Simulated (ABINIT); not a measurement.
# Y2CrH6 (Fm-3m): G0W0 with ABINIT, start to end, part 2 of 3

Aim: the G0W0 gap of Y2CrH6 (Fm-3m) on LDA, step by step.

ABINIT 10.8.3; LDA and many-body steps on it, plane waves. Known limits of the many-body steps: not at the basis limit; mesh may overstate the screening; no spin polarisation; d states lean on the start; no spin-orbit coupling; coarse k mesh.

So far. Step 2 (Ground state): The gap is indirect, with the least direct gap 0.22 eV higher.

**3. Bands along the symmetry lines**

Level of this step: DFT, LDA, plane waves, norm-conserving pseudopotentials (ABINIT).

The cheap functional maps the bands first; the places of the edges decide which points the dearer methods must see.

Input file run.abi:

```
acell 3*1.0 Angstrom
rprim 
  0.000000000000 3.499313000000 3.499313000000
  3.499313000000 0.000000000000 3.499313000000
  3.499313000000 3.499313000000 -0.000000000000
ntypat 3
znucl 39 24 1
natom 9
typat 1 1 2 3 3 3 3 3 3
xred 
  0.750000000000 0.750000000000 0.750000000000
  0.250000000000 0.250000000000 0.250000000000
  0.000000000000 0.000000000000 0.000000000000
  0.754389000000 0.754389000000 0.245611000000
  0.245611000000 0.754389000000 0.245611000000
  0.754389000000 0.245611000000 0.245611000000
  0.245611000000 0.245611000000 0.754389000000
  0.754389000000 0.245611000000 0.754389000000
  0.245611000000 0.754389000000 0.754389000000
pp_dirpath "pseudos"
pseudos "Y.upf, Cr.upf, H.upf"
ecut 43
iscf -2
irdden 1
kptopt 0
nkpt 26
kpt 
  0.00000000 0.00000000 0.00000000
  0.12500000 0.00000000 0.12500000
  0.25000000 0.00000000 0.25000000
  0.37500000 0.00000000 0.37500000
  0.50000000 0.00000000 0.50000000
  0.53125000 0.06250000 0.53125000
  0.56250000 0.12500000 0.56250000
  0.59375000 0.18750000 0.59375000
  0.62500000 0.25000000 0.62500000
  0.37500000 0.37500000 0.75000000
  0.28125000 0.28125000 0.56250000
  0.18750000 0.18750000 0.37500000
  0.09375000 0.09375000 0.18750000
  0.00000000 0.00000000 0.00000000
  0.12500000 0.12500000 0.12500000
  0.25000000 0.25000000 0.25000000
  0.37500000 0.37500000 0.37500000
  0.50000000 0.50000000 0.50000000
  0.50000000 0.43750000 0.56250000
  0.50000000 0.37500000 0.62500000
  0.50000000 0.31250000 0.68750000
  0.50000000 0.25000000 0.75000000
  0.50000000 0.18750000 0.68750000
  0.50000000 0.12500000 0.62500000
  0.50000000 0.06250000 0.56250000
  0.50000000 0.00000000 0.50000000
istwfk *1
nband 28
nbdbuf 2
tolwfr 1e-08
nstep 40
prtwf 0
prtvol 0
indata_prefix "in"
outdata_prefix "out"
tmpdata_prefix "tmp"
```

Started as:

```console
OMP_NUM_THREADS=1 mpirun -n 4 abinit run.abi > log
```

Numbers of over 12 decimals in the logs are rounded to 6 here.

The program printed:

```text
.Version 10.8.3 of ABINIT. v10.8.2 released Aug 2026.

 Symmetries : space group Fm -3 m (#225); Bravais cF (face-center cubic)
[... echo of the input left out ...]
== DATASET  1 ==================================================================
-   mpi_nproc: 4, omp_nthreads: 1 (-1 if OMP is not activated)

--- !DatasetInfo
iteration_state: {dtset: 1, }
dimensions: {natom: 9, nkpt: 26, mband: 28, nsppol: 1, nspinor: 1, nspden: 1, mpw: 7848, }
cutoff_energies: {ecut:  43.0, pawecutdg:  -1.0, }
electrons: {nelect:   4.20000000E+01, charge:   0.00000000E+00, occopt:   1.00000000E+00, tsmear:   1.00000000E-02, }

 Real(R)+Recip(G) space primitive vectors, cartesian coordinates (Bohr,Bohr^-1):
 R(1)=  0.0000000  6.6127432  6.6127432  G(1)= -0.0756116  0.0756116  0.0756116
 R(2)=  6.6127432  0.0000000  6.6127432  G(2)=  0.0756116 -0.0756116  0.0756116
 R(3)=  6.6127432  6.6127432  0.0000000  G(3)=  0.0756116  0.0756116 -0.0756116
 Unit cell volume ucvol=  5.7832900E+02 bohr^3
 Angles (23,13,12)=  6.00000000E+01  6.00000000E+01  6.00000000E+01 degrees

 getcut: wavevector=  0.0000  0.0000  0.0000  ngfft=  60  60  60
         ecut(hartree)=     43.000   => boxcut(ratio)=   2.17348

--- Pseudopotential description ------------------------------------------------
- Y Generated using ONCVPSP code by D. R. Hamann
- 39.00000  11.00000  180309                  znucl, zion, pspdat
12 -1012 2 -1 1724                            pspcod,pspxc,lmax,lloc,mmax
     nproj     2     2     2
  pspatm : epsatm=   18.49213021
         --- l  ekb(1:nproj) -->
             0   10.120424    0.869710
             1    5.584292    0.424948
             2    1.196176    0.310479
 pspatm: atomic psp has been read  and splines computed

- Cr Generated using ONCVPSP code by D. R. Hamann
- 24.00000  14.00000  180309                  znucl, zion, pspdat
12 -1012 2 -1 1600                            pspcod,pspxc,lmax,lloc,mmax
     nproj     2     2     2
  pspatm : epsatm=   17.33785481
         --- l  ekb(1:nproj) -->
[...]
pspatm: atomic psp has been read  and splines computed

- H Generated using ONCVPSP code by D. R. Hamann
-  1.00000   1.00000  180309                  znucl, zion, pspdat
12 -1012 1 -1 1180                            pspcod,pspxc,lmax,lloc,mmax
     nproj     2     1     0
  pspatm : epsatm=    0.35439867
         --- l  ekb(1:nproj) -->
[...]
1   -0.275071
 pspatm: atomic psp has been read  and splines computed

--------------------------------------------------------------------------------

================================================================================
 prteigrs : about to open file out_EIG
 Non-SCF case, kpt    1 (  0.00000  0.00000  0.00000), residuals and eigenvalues=
  6.73E-09  8.74E-09  9.64E-09  2.81E-09  3.56E-09  8.54E-09  1.57E-09  2.13E-09
[...]
Non-SCF case, kpt   26 (  0.50000  0.00000  0.50000), residuals and eigenvalues=
[...]
5.8534E-02  6.3158E-02  7.6626E-02  1.5467E-01  1.5467E-01  1.5650E-01
  2.1749E-01  2.6999E-01  2.6999E-01  2.8726E-01  3.2359E-01  3.5076E-01
[...]
--- !ResultsGS
iteration_state: {dtset: 1, }
comment   : Summary of ground state results
lattice_vectors:
- [  0.0000000,   6.6127432,   6.6127432, ]
- [  6.6127432,   0.0000000,   6.6127432, ]
- [  6.6127432,   6.6127432,  -0.0000000, ]
lattice_lengths: [   9.35183,    9.35183,    9.35183, ]
lattice_angles: [ 60.000,  60.000,  60.000, ] # degrees, (23, 13, 12)
lattice_volume:   5.7832900E+02
convergence: {deltae:  0.000E+00, res2:  0.000E+00, residm:  9.987E-09, diffor:  0.000E+00, }
etotal    :  -1.74290301E+02
entropy   :   0.00000000E+00
fermie    :   2.78205044E-01
cartesian_stress_tensor: null
pressure_GPa: null
xred      :
- [  7.5000E-01,   7.5000E-01,   7.5000E-01,  Y]
- [  2.5000E-01,   2.5000E-01,   2.5000E-01,  Y]
- [  0.0000E+00,   0.0000E+00,   0.0000E+00, Cr]
- [  7.5439E-01,   7.5439E-01,   2.4561E-01,  H]
- [  2.4561E-01,   7.5439E-01,   2.4561E-01,  H]
- [  7.5439E-01,   2.4561E-01,   2.4561E-01,  H]
- [  2.4561E-01,   2.4561E-01,   7.5439E-01,  H]
- [  7.5439E-01,   2.4561E-01,   7.5439E-01,  H]
- [  2.4561E-01,   7.5439E-01,   7.5439E-01,  H]
cartesian_forces: null
force_length_stats: {min: null, max: null, mean: null, }

 Integrated electronic density in atomic spheres:
 ------------------------------------------------
 Atom  Sphere_radius  Integrated_density
[...]
================================================================================

 ----iterations are completed or convergence reached----

 Mean square residual over all n,k,spin=   58.863E-10; max=  99.873E-10
 reduced coordinates (array xred) for    9 atoms
[...]
0.754389000000      0.245611000000      0.754389000000
       0.245611000000      0.754389000000      0.754389000000

 cartesian coordinates (angstrom) at end:
[...]
length scales=  1.889726125908  1.889726125908  1.889726125908 bohr
              =  1.000000000000  1.000000000000  1.000000000000 angstroms
 prteigrs : about to open file out_EIG
 Eigenvalues (hartree) for nkpt=  26  k points:
 kpt#   1, nband= 28, wtk=  1.00000, kpt=  0.0000  0.0000  0.0000 (reduced coord)
[...]
kpt#   2, nband= 28, wtk=  1.00000, kpt=  0.1250  0.0000  0.1250 (reduced coord)
[...]
kpt#   3, nband= 28, wtk=  1.00000, kpt=  0.2500  0.0000  0.2500 (reduced coord)
[...]
kpt#  25, nband= 28, wtk=  1.00000, kpt=  0.5000  0.0625  0.5625 (reduced coord)
[...]
0.35197    0.37144    0.41838    0.41923
 kpt#  26, nband= 28, wtk=  1.00000, kpt=  0.5000  0.0000  0.5000 (reduced coord)
[...]
-0.55084   -0.53570   -0.53570   -0.53422    0.05853    0.06316    0.07663    0.15467
   0.15467    0.15650    0.21749    0.26999    0.26999    0.28726    0.32359    0.35076
   0.35076    0.36769    0.42136    0.42137

== END DATASET(S) ==============================================================
================================================================================

 -outvars: echo values of variables after computation  --------
            nband          28
             nkpt          26
          spgroup         225
 [... the other variables as echoed above ...]

 Calculation completed.
```

Run time: 90 s. Hardware: 4 MPI ranks of Arm Neoverse N1, shared host; peak memory 0.41 GiB; 6 min of CPU time.

Numbers from this step:

```yaml
gap: 0.2463 eV
k_of_the_valence_top: 0, 0, 0
k_of_the_conduction_bottom: 0.5, 0, 0.5
least_direct_gap: 0.4699 eV
```

The gap is 0.246 eV, as in the run before at this level.

Electronic bands along the path, in eV, zero at the top of the highest filled band:

| point | band 18 | band 19 | band 20 | band 21 | band 22 | band 23 | band 24 | band 25 |
| --- | --- | --- | --- | --- | --- | --- | --- | --- |
| Γ | -4.39 | 0.00 | 0.00 | 0.00 | 1.91 | 1.91 | 3.69 | 4.70 |
| halfway | -3.95 | -0.71 | -0.08 | -0.08 | 1.23 | 1.84 | 2.95 | 2.95 |
| X | -3.31 | -1.65 | -0.22 | -0.22 | 0.25 | 1.23 | 1.97 | 1.97 |
| halfway | -3.13 | -1.40 | -0.30 | -0.22 | 0.45 | 1.22 | 1.89 | 1.97 |
| U | -3.06 | -0.96 | -0.39 | -0.23 | 0.89 | 1.19 | 1.80 | 1.98 |
| jump to K | -3.06 | -0.96 | -0.39 | -0.23 | 0.89 | 1.19 | 1.80 | 1.98 |
| halfway | -3.65 | -0.48 | -0.22 | -0.13 | 1.54 | 2.07 | 2.21 | 2.96 |
| Γ | -4.39 | 0.00 | 0.00 | 0.00 | 1.91 | 1.91 | 3.69 | 4.70 |
| halfway | -3.86 | -0.33 | -0.14 | -0.14 | 1.88 | 1.88 | 2.80 | 3.38 |
| L | -3.34 | -0.70 | -0.34 | -0.34 | 1.50 | 2.03 | 2.03 | 2.19 |
| halfway | -3.18 | -0.59 | -0.47 | -0.29 | 1.24 | 1.61 | 1.62 | 2.15 |
| W | -3.00 | -0.68 | -0.68 | -0.15 | 1.21 | 1.27 | 1.27 | 2.21 |
| halfway | -3.07 | -1.22 | -0.38 | -0.19 | 0.61 | 1.22 | 1.73 | 2.09 |
| X | -3.31 | -1.65 | -0.22 | -0.22 | 0.25 | 1.23 | 1.97 | 1.97 |

**4. Empty states on the mesh, 2×2×2 mesh, 60 bands**

The sums over transitions need many empty states on a uniform mesh; this step solves for them.

Input file run.abi:

```
acell 3*1.0 Angstrom
rprim 
  0.000000000000 3.499313000000 3.499313000000
  3.499313000000 0.000000000000 3.499313000000
  3.499313000000 3.499313000000 -0.000000000000
ntypat 3
znucl 39 24 1
natom 9
typat 1 1 2 3 3 3 3 3 3
xred 
  0.750000000000 0.750000000000 0.750000000000
  0.250000000000 0.250000000000 0.250000000000
  0.000000000000 0.000000000000 0.000000000000
  0.754389000000 0.754389000000 0.245611000000
  0.245611000000 0.754389000000 0.245611000000
  0.754389000000 0.245611000000 0.245611000000
  0.245611000000 0.245611000000 0.754389000000
  0.754389000000 0.245611000000 0.754389000000
  0.245611000000 0.754389000000 0.754389000000
pp_dirpath "pseudos"
pseudos "Y.upf, Cr.upf, H.upf"
ecut 43
ngkpt 2 2 2
nshiftk 1
shiftk 0 0 0
kptopt 1
chksymbreak 0
iscf -2
irdden 1
istwfk *1
nband 60
nbdbuf 4
tolwfr 1e-09
nstep 60
prtvol 0
indata_prefix "in"
outdata_prefix "out"
tmpdata_prefix "tmp"
```

The program printed:

```text
.Version 10.8.3 of ABINIT. v10.8.2 released Aug 2026.

 Symmetries : space group Fm -3 m (#225); Bravais cF (face-center cubic)
[... echo of the input left out ...]
== DATASET  1 ==================================================================
-   mpi_nproc: 4, omp_nthreads: 1 (-1 if OMP is not activated)
-    --> not optimal distribution: autoparal keyword recommended in input file <--

--- !DatasetInfo
iteration_state: {dtset: 1, }
dimensions: {natom: 9, nkpt: 3, mband: 60, nsppol: 1, nspinor: 1, nspden: 1, mpw: 7848, }
cutoff_energies: {ecut:  43.0, pawecutdg:  -1.0, }
electrons: {nelect:   4.20000000E+01, charge:   0.00000000E+00, occopt:   1.00000000E+00, tsmear:   1.00000000E-02, }

 Real(R)+Recip(G) space primitive vectors, cartesian coordinates (Bohr,Bohr^-1):
 R(1)=  0.0000000  6.6127432  6.6127432  G(1)= -0.0756116  0.0756116  0.0756116
 R(2)=  6.6127432  0.0000000  6.6127432  G(2)=  0.0756116 -0.0756116  0.0756116
 R(3)=  6.6127432  6.6127432  0.0000000  G(3)=  0.0756116  0.0756116 -0.0756116
 Unit cell volume ucvol=  5.7832900E+02 bohr^3
 Angles (23,13,12)=  6.00000000E+01  6.00000000E+01  6.00000000E+01 degrees

 getcut: wavevector=  0.0000  0.0000  0.0000  ngfft=  60  60  60
         ecut(hartree)=     43.000   => boxcut(ratio)=   2.17348

--- Pseudopotential description ------------------------------------------------
- Y Generated using ONCVPSP code by D. R. Hamann
- 39.00000  11.00000  180309                  znucl, zion, pspdat
12 -1012 2 -1 1724                            pspcod,pspxc,lmax,lloc,mmax
     nproj     2     2     2
  pspatm : epsatm=   18.49213021
         --- l  ekb(1:nproj) -->
             0   10.120424    0.869710
             1    5.584292    0.424948
             2    1.196176    0.310479
 pspatm: atomic psp has been read  and splines computed

- Cr Generated using ONCVPSP code by D. R. Hamann
- 24.00000  14.00000  180309                  znucl, zion, pspdat
12 -1012 2 -1 1600                            pspcod,pspxc,lmax,lloc,mmax
     nproj     2     2     2
  pspatm : epsatm=   17.33785481
         --- l  ekb(1:nproj) -->
[...]
pspatm: atomic psp has been read  and splines computed

- H Generated using ONCVPSP code by D. R. Hamann
-  1.00000   1.00000  180309                  znucl, zion, pspdat
12 -1012 1 -1 1180                            pspcod,pspxc,lmax,lloc,mmax
     nproj     2     1     0
  pspatm : epsatm=    0.35439867
         --- l  ekb(1:nproj) -->
[...]
1   -0.275071
 pspatm: atomic psp has been read  and splines computed

--------------------------------------------------------------------------------

================================================================================
 prteigrs : about to open file out_EIG
 Non-SCF case, kpt    1 (  0.00000  0.00000  0.00000), residuals and eigenvalues=
[...]
6.98E-10  9.53E-10  2.00E-10  3.09E-10  5.05E-10  1.93E-10  5.49E-10  1.72E-10
[...]
2.39E-07  5.18E-10  4.39E-09  9.21E-05
 -2.2866E+00 -1.2766E+00 -1.2731E+00 -1.2492E+00 -1.2492E+00 -1.2492E+00
 -5.4853E-01 -5.4853E-01 -5.4853E-01 -5.3702E-01 -5.3702E-01 -5.3702E-01
 -3.8671E-02  1.0971E-01  1.0971E-01  1.0971E-01  1.1675E-01  1.1675E-01
[...]
1.0537E+00  1.0676E+00  1.0676E+00  1.0676E+00  1.0959E+00  1.0959E+00
  1.0959E+00  1.1086E+00  1.1086E+00  1.1293E+00  1.1293E+00  1.1298E+00
 prteigrs : prtvol=0 or 1, do not print more k-points.

--- !ResultsGS
iteration_state: {dtset: 1, }
comment   : Summary of ground state results
lattice_vectors:
- [  0.0000000,   6.6127432,   6.6127432, ]
- [  6.6127432,   0.0000000,   6.6127432, ]
- [  6.6127432,   6.6127432,  -0.0000000, ]
lattice_lengths: [   9.35183,    9.35183,    9.35183, ]
lattice_angles: [ 60.000,  60.000,  60.000, ] # degrees, (23, 13, 12)
lattice_volume:   5.7832900E+02
convergence: {deltae:  0.000E+00, res2:  0.000E+00, residm:  9.826E-10, diffor:  0.000E+00, }
etotal    :  -1.74290301E+02
entropy   :   0.00000000E+00
fermie    :   2.78205044E-01
cartesian_stress_tensor: null
pressure_GPa: null
xred      :
- [  7.5000E-01,   7.5000E-01,   7.5000E-01,  Y]
- [  2.5000E-01,   2.5000E-01,   2.5000E-01,  Y]
- [  0.0000E+00,   0.0000E+00,   0.0000E+00, Cr]
- [  7.5439E-01,   7.5439E-01,   2.4561E-01,  H]
- [  2.4561E-01,   7.5439E-01,   2.4561E-01,  H]
- [  7.5439E-01,   2.4561E-01,   2.4561E-01,  H]
- [  2.4561E-01,   2.4561E-01,   7.5439E-01,  H]
- [  7.5439E-01,   2.4561E-01,   7.5439E-01,  H]
- [  2.4561E-01,   7.5439E-01,   7.5439E-01,  H]
cartesian_forces: null
force_length_stats: {min: null, max: null, mean: null, }

 Integrated electronic density in atomic spheres:
 ------------------------------------------------
 Atom  Sphere_radius  Integrated_density
[...]
================================================================================

 ----iterations are completed or convergence reached----

 Mean square residual over all n,k,spin=   44.628E-11; max=  98.259E-11
 reduced coordinates (array xred) for    9 atoms
[...]
0.754389000000      0.245611000000      0.754389000000
       0.245611000000      0.754389000000      0.754389000000

 cartesian coordinates (angstrom) at end:
    1      5.248970     5.248970     5.248970
    2      1.749656     1.749656     1.749656
[...]
9      5.279686     3.499313     3.499313
 length scales=  1.889726125908  1.889726125908  1.889726125908 bohr
              =  1.000000000000  1.000000000000  1.000000000000 angstroms
 prteigrs : about to open file out_EIG
 Eigenvalues (hartree) for nkpt=   3  k points:
 kpt#   1, nband= 60, wtk=  0.12500, kpt=  0.0000  0.0000  0.0000 (reduced coord)
[...]
0.66897    0.67090    0.77171    0.77171    0.77171    0.98798    1.05369    1.05369
   1.05369    1.06758    1.06758    1.06758    1.09586    1.09586    1.09586    1.10859
   1.10859    1.12931    1.12931    1.12977
 prteigrs : prtvol=0 or 1, do not print more k-points.

== END DATASET(S) ==============================================================
================================================================================

 -outvars: echo values of variables after computation  --------
            nband          60
             nkpt           3
          spgroup         225
 [... the other variables as echoed above ...]

 Calculation completed.
```

Wall time 29 s (4 MPI ranks); peak memory 0.35 GiB.

Numbers from this step:

```
gap                                                           : 0.2463 eV
k of the valence top                                          : 0, 0, 0
k of the conduction bottom                                    : 0.5, 0.5, 0
least direct gap                                              : 0.4699 eV
k points computed                                             : 3
lowest point of the top converged band, above the valence top : 21.91 eV
```

On this mesh the gap is 0.246 eV.

**5. Screening, 2×2×2 mesh, 56 bands, screening to 87.1 eV**

The RPA dielectric matrix is built and inverted for each q.

This step: RPA screening on LDA, plane waves, norm-conserving pseudopotentials.

Changes to run.abi since step 4:

```diff
@@ -27,10 +27,11 @@
 chksymbreak 0
-iscf -2
-irdden 1
 istwfk *1
-nband 60
-nbdbuf 4
-tolwfr 1e-09
-nstep 60
-prtvol 0
+occopt 1
+irdwfk 1
+optdriver 3
+nband 56
+ecuteps 3.2
+inclvkb 2
+awtr 1
+symchi 1
 indata_prefix "in"
```

The program printed:

```text
.Version 10.8.3 of ABINIT. v10.8.2 released Aug 2026.

 Symmetries : space group Fm -3 m (#225); Bravais cF (face-center cubic)
[... echo of the input left out ...]
== DATASET  1 ==================================================================
-   mpi_nproc: 4, omp_nthreads: 1 (-1 if OMP is not activated)

--- !DatasetInfo
iteration_state: {dtset: 1, }
dimensions: {natom: 9, nkpt: 3, mband: 56, nsppol: 1, nspinor: 1, nspden: 1, mpw: 7848, }
cutoff_energies: {ecut:  43.0, pawecutdg:  -1.0, }
electrons: {nelect:   4.20000000E+01, charge:   0.00000000E+00, occopt:   1.00000000E+00, tsmear:   1.00000000E-02, }

 SCREENING: Calculation of the susceptibility and dielectric matrices

 Based on a program developped by R.W. Godby, V. Olevano, G. Onida, and L. Reining.
 Incorporated in ABINIT by V. Olevano, G.-M. Rignanese, and M. Torrent.
.Using double precision arithmetic ; gwpc =  8

[... cell and pseudopotentials left out ...]
--------------------------------------------------------------------------------

 ==== K-mesh for the wavefunctions ====
 Number of points in the irreducible wedge :     3
[... list of points left out ...]
 Together with 48 symmetry operations and time-reversal symmetry
 yields     8 points in the full Brillouin Zone.

 ==== Q-mesh for the screening function ====
 Number of points in the irreducible wedge :     3
[... list of points left out ...]
 Together with 48 symmetry operations and time-reversal symmetry
 yields     8 points in the full Brillouin Zone.

 setmesh: FFT mesh size selected  =    36x   36x   36
          total number of points  =        46656

 vcoul_init : cutoff-mode = AUXILIARY_FUNCTION
 q-points for optical limit:   1
     1)      0.000010    0.000020    0.000030

- screening: taking advantage of time-reversal symmetry
- Maximum band index for partially occupied states nbvw = 21
- Remaining bands to be divided among processors   nbcw = 35
- Number of bands treated by each node ~8

 Number of electrons calculated from density =   42.0000; Expected =   42.0000
 average of density, n =  0.072623
 r_s =    1.4869
 omega_plasma =   25.9952 [eV]

 calculating chi0 at frequencies [eV] :
  1    0.000000E+00    0.000000E+00
  2    0.000000E+00    2.599518E+01

--------------------------------------------------------------------------------
  q-point number  1        q = ( 0.000000, 0.000000, 0.000000) [r.l.u.]
--------------------------------------------------------------------------------
[... chi0 elements left out ...]
 For q-point:  0.000010 0.000020 0.000030
  dielectric constant =  55.9874
  dielectric constant without local fields =  67.7862

  Average fulfillment of the sum rule on Im[epsilon] for q-point    1 :     41.36  [%]
[... wings left out ...]
  q-point number  2        q = ( 0.500000, 0.000000, 0.000000) [r.l.u.]
--------------------------------------------------------------------------------
[... chi0 elements left out ...]
  Average fulfillment of the sum rule on Im[epsilon] for q-point    2 :     52.82  [%]

 [... 1 further q-points ...]
```

It took 12 s on 4 MPI ranks; peak memory 0.97 GiB; 50 s of CPU time.

Numbers from this step:

```yaml
eps_infinity_with_local_fields_on_this_mesh_along_the_program_s_q_direction: 55.99
the_same_without_local_fields: 67.79
plasma_frequency: 26.00 eV
plane_waves_in_the_screening_matrix: 169
```

Local fields lower ε∞ by 17 %. On a Γ-centred mesh this coarse the value itself is usually too large, while a short band sum pulls it down.

[end of part 2 of 3]

[Paths, hosts, dates, memory and timing lines, banners, echoed tables and standing remarks are left out of the program output.]

[Logs are printed without paths, hosts, clocks, repeated set-up lines and the standing remarks that a program may print on its own settings, such as how far it seeks lower states.]

[Runs of the session that timed out or met a known fault of the program may be left out.]

[Hosts, paths, dates, database ids (printed as entryN), source tags and the programs' standing remarks are cut or masked in the printed files.]

[G0W0 gaps are taken among the corrected bands and points alone; a level outside them can change the order at an edge.]

[Where Ansatz stands beside ABINIT at settings called matched, ABINIT's density can come from a denser mesh and the files from another edition; pairs whose starting gaps differed by over 0.03 eV were left out, so agreement reads better than it is.]
